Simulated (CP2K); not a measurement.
Carboxypyrazine has these distinct N atoms: N6 (bonded to 2 C) and N9 (bonded to 2 C).

```xyz
13

O     2.7253    0.1212   -0.8340
C     1.9307   -0.2294    0.0299
O     2.3095   -0.8443    1.1806
C     0.4418   -0.0362   -0.0399
C    -0.1146    0.6035   -1.1579
N    -1.4361    0.8142   -1.2749
C    -2.1881    0.3710   -0.2545
C    -1.6340   -0.2676    0.8622
N    -0.3174   -0.4781    0.9820
H     3.2850   -0.9187    1.1210
H     0.5297    0.9509   -1.9668
H    -3.2662    0.5297   -0.3305
H    -2.2657   -0.6161    1.6827
```

Their partial N K spectra (CP2K XAS_TDP, all-electron GAPW, PBEh(45%), aug-cc-pVDZ, TDA, GW2X-corrected core level, no relativity) are given in random order, each times the number of alike atoms.

Gaussian full width 0.5 eV, oscillator strength per eV, alike atoms added, rows of zeros left out:

| E (eV) | curve 1 | curve 2 |
| --- | --- | --- |
| 398.75 | 0.000 | 0.009 |
| 399.00 | 0.007 | 0.061 |
| 399.25 | 0.051 | 0.099 |
| 399.50 | 0.098 | 0.041 |
| 399.75 | 0.048 | 0.004 |
| 400.00 | 0.006 | 0.000 |
| 402.00 | 0.001 | 0.000 |
| 402.25 | 0.001 | 0.001 |
| 402.50 | 0.000 | 0.001 |
| 405.00 | 0.001 | 0.000 |
| 405.25 | 0.006 | 0.000 |
| 405.50 | 0.011 | 0.001 |
| 405.75 | 0.007 | 0.003 |
| 406.00 | 0.004 | 0.004 |
| 406.25 | 0.003 | 0.003 |
| 406.50 | 0.001 | 0.003 |
| 406.75 | 0.001 | 0.005 |
| 407.00 | 0.001 | 0.011 |
| 407.25 | 0.003 | 0.014 |
| 407.50 | 0.006 | 0.012 |
| 407.75 | 0.012 | 0.019 |
| 408.00 | 0.029 | 0.031 |
| 408.25 | 0.039 | 0.035 |
| 408.50 | 0.039 | 0.029 |
| 408.75 | 0.025 | 0.017 |
| 409.00 | 0.025 | 0.012 |
| 409.25 | 0.051 | 0.013 |
| 409.50 | 0.040 | 0.031 |
| 409.75 | 0.014 | 0.052 |
| 410.00 | 0.004 | 0.037 |
| 410.25 | 0.005 | 0.012 |

Question: Which curve belongs to which atom?

Curve 1: N6 (bonded to 2 C), leading line at 399.49 eV (f = 0.053 an atom), ionisation energy 406.60 eV, term value 7.11 eV. Curve 2: N9 (bonded to 2 C), leading line at 399.21 eV (f = 0.054 an atom), ionisation energy 406.65 eV, term value 7.44 eV. The leading line of an atom is its first one with 35 % of the strongest within 2.5 eV of its lowest line over the strength cut. A line lies at the core ionisation energy, which rises as an atom loses charge to its neighbours or to a π system, less the term value, which is large for a low π* or σ* orbital with weight on that atom.

[Banner, clock and machine lines of the logs are left out without a mark of their own.]

[Logs are printed without paths, hosts, clocks, repeated set-up lines and the standing remarks that a program may print on its own settings, such as how far it seeks lower states.]

[Hosts, paths, dates, database ids (printed as entryN), source tags and the programs' standing remarks are cut or masked in the printed files.]
